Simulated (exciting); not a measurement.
Consider RbAsF6, space group R-3.

```
Rb As F
1.0
     3.71746    2.14628    2.47588
    -3.71746    2.14628    2.47588
     0.00000   -4.29255    2.47588
Rb As F
1 1 6
Direct
  0.50000 0.50000 0.50000
  0.00000 0.00000 0.00000
  0.71201 0.79961 0.07741
  0.92259 0.28799 0.20039
  0.20039 0.92259 0.28799
  0.28799 0.20039 0.92259
  0.79961 0.07741 0.71201
  0.07741 0.71201 0.79961
```

Absorber: atom 1, with 6 F at 2.94 Å and 6 F at 3.05 Å (distorted cuboctahedral, site symmetry -3). Method: exciting, all-electron LAPW+lo, LDA, exchange and screened direct term (singlet BSE), 2×2×2 shifted k points, 45 conduction bands, |G+q| up to 3 bohr⁻¹ (2 in the exchange term), full RPA screening with nempty = 78, Lorentzian half width 0.64 eV.

Predict the Rb L₃ near-edge structure at this level.

Bound core exciton? No bright one: the first bright state (over 5 % of the brightest) lies at 0.78 eV from the Kohn–Sham onset and at 0.34 eV from the lowest bare transition of its own mesh; weaker or dark states reach down to -1.41 eV. Maxima (height): 1.0 eV (1.00) and 18.9 eV (0.14).

Energy from the Kohn–Sham onset, core level to the lowest empty state found on the meshes used; Im ε in relative units:

```
E (eV)  Im ε
  -4.0  0.02
  -3.5  0.03
  -3.0  0.03
  -2.5  0.04
  -2.0  0.06
  -1.5  0.08
  -1.0  0.13
  -0.5  0.19
   0.0  0.33
   0.5  0.68
   1.0  0.99
   1.5  0.75
   2.0  0.37
   2.5  0.21
   3.0  0.14
   3.5  0.12
   4.0  0.12
   4.5  0.12
   5.0  0.11
   5.5  0.09
   6.0  0.08
   6.5  0.07
   7.0  0.07
   7.5  0.08
   8.0  0.09
   8.5  0.12
   9.0  0.13
   9.5  0.11
  10.0  0.09
  10.5  0.10
  11.0  0.11
  11.5  0.11
  12.0  0.11
  12.5  0.11
  13.0  0.12
  13.5  0.12
  14.0  0.13
  14.5  0.13
  15.0  0.12
  15.5  0.12
  16.0  0.12
  16.5  0.12
  17.0  0.13
  17.5  0.12
  18.0  0.12
  18.5  0.13
  19.0  0.14
  19.5  0.13
  20.0  0.13
  20.5  0.13
  21.0  0.12
  21.5  0.10
  22.0  0.09
  22.5  0.07
```

A mesh of 8 points doesn't converge binding energies, and fine structure above the first lines is partly noise of the mesh. Exchange and the short-range direct term aren't converged in the kernel cutoff. The zero comes from the unshifted 3×3×3 ground-state mesh; it is exact only where the band minimum lies on that mesh. The conduction states carry no spin here, so the exchange coupling to the spinor core hole is only partly held. This core level is treated alone, with no coupling to its spin–orbit partner. The Kohn–Sham onset, 1754 eV, is no photon energy (tabulated edge of the element: 1804 eV): the scale needs a rigid shift. Bands and screening come from semilocal DFT, whose small gap overscreens. Vibrations and energy-dependent lifetimes are left out. The structure is a Materials Project entry, computed there, and may be a hypothetical form.

[Banner, clock and machine lines of the logs are left out without a mark of their own.]

[Logs are printed without paths, hosts, clocks, repeated set-up lines and the standing remarks that a program may print on its own settings, such as how far it seeks lower states.]

[Hosts, paths, dates, database ids (printed as entryN), source tags and the programs' standing remarks are cut or masked in the printed files.]
